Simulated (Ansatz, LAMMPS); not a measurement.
# Static equation of state of amorphous 43Bi2O3-57BaO (mol %) (99 atoms)

Density of this cell: 6.68 g/cm³. The cell holds 99 atoms: 26 Bi, 17 Ba and 56 O. Cell: a = 12.815 Å, b = 12.706 Å, c = 13.275 Å, α = 89.7°, β = 85.5°, γ = 90.7°. The starting structure: 99 atoms (26 Gd, 17 Ba, 56 O) placed at random at 7.09 g/cm³, melted at 5000 K for 10 ps at fixed volume with the Morse and Coulomb pair potential with partial charges (Pedone, Malavasi, Menziani, Cormack and Segre, J. Phys. Chem. B 110, 11780 (2006)). Quenched from 5000 K to 300 K at 50 K/ps and fixed volume, held 5 ps, then minimised at fixed cell. Then Gd was replaced by Bi and the cell scaled by 1.02 (the potential has no terms for the new elements, so the cell is a start for a DFT relaxation).

Calculated with Ansatz 0.2.0: Kohn-Sham DFT, PBE, PAW (set soft_2), plane waves; cutoff 420 eV, Γ point, gaussian smearing of 0.025 eV. Cell and atoms were relaxed first, to V0 = 21.765 Å³ an atom at a residual P0 = -0.001 GPa. The cell was then scaled evenly, and the atoms were relaxed at each volume.

| volume (Å³/atom) | pressure (GPa) |
| --- | --- |
| 19.588 | 2.767 |
| 20.459 | ? |
| 21.112 | 0.7374 |
| 22.418 | -0.6101 |
| 23.071 | -1.030 |

**Question.** Fit the third-order Birch–Murnaghan equation to the rows given and interpolate to the withheld row.

Worked fit:

Take the Eulerian strain f = ½[(V0/V)^(2/3) − 1] and the normalised pressure F = (P − P0) / [3f(1 + 2f)^(5/2)]. The third-order Birch–Murnaghan equation is then the line F = B0 + (3/2)B0(B′ − 4) f, so u = f and v = F.

```
      u = f  v = F (GPa)
  0.0363830      21.2704
  0.0102569      22.7952
-0.00975669      21.8756
 -0.0190506      19.8589
```

With n = 4: mean u = 0.00445815, mean v = 21.4500, Σ(u − ū)² = 0.0018075, Σ(u − ū)(v − v̄) = 0.033422. Slope b = 0.033422 / 0.0018075 = 18.490; intercept a = v̄ − b ū = 21.368.

So B0 = a = 21.4 GPa and B′ = 4 + 2b/(3a) = 4.58. At the withheld volume f = 0.02106, F = a + b f = 21.76 GPa, and P = P0 + 3f(1 + 2f)^(5/2) F.

Prediction at 20.459: 1.523 GPa. The run gave 1.456 GPa, so the fit is high by 0.067 GPa (4.6 % of the value).

The series isn't one smooth equation of state: even a line fitted to all rows, the withheld one included, misses F by up to 6.3 %, the count of bonds changes along the series and an atom moves over 0.5 Å in some relaxation. B0 and B′ are then only the numbers of this fit, not moduli of the material. Among the rows given, the largest miss of the fit is at 19.588, by 0.10 GPa (2.6 % of the range of the table).

Limits: Static cells at zero temperature; the cell shape is held. The program notes that the SCF threshold of these relaxations is loose for the stress. The quench rate of 50 K/ps is many orders above laboratory rates, so the cell is likely richer in defects and strain than a real sample. The network of bonds at the start is that of the classical potential that made the cell, and needn't be the one that DFT or experiment would give. Only the Γ point is sampled, in a cell whose shortest periodic width is 13 Å.

[Logs are printed without paths, hosts, clocks, repeated set-up lines and the standing remarks that a program may print on its own settings, such as how far it seeks lower states.]

[Hosts, paths, dates, database ids (printed as entryN), source tags and the programs' standing remarks are cut or masked in the printed files.]
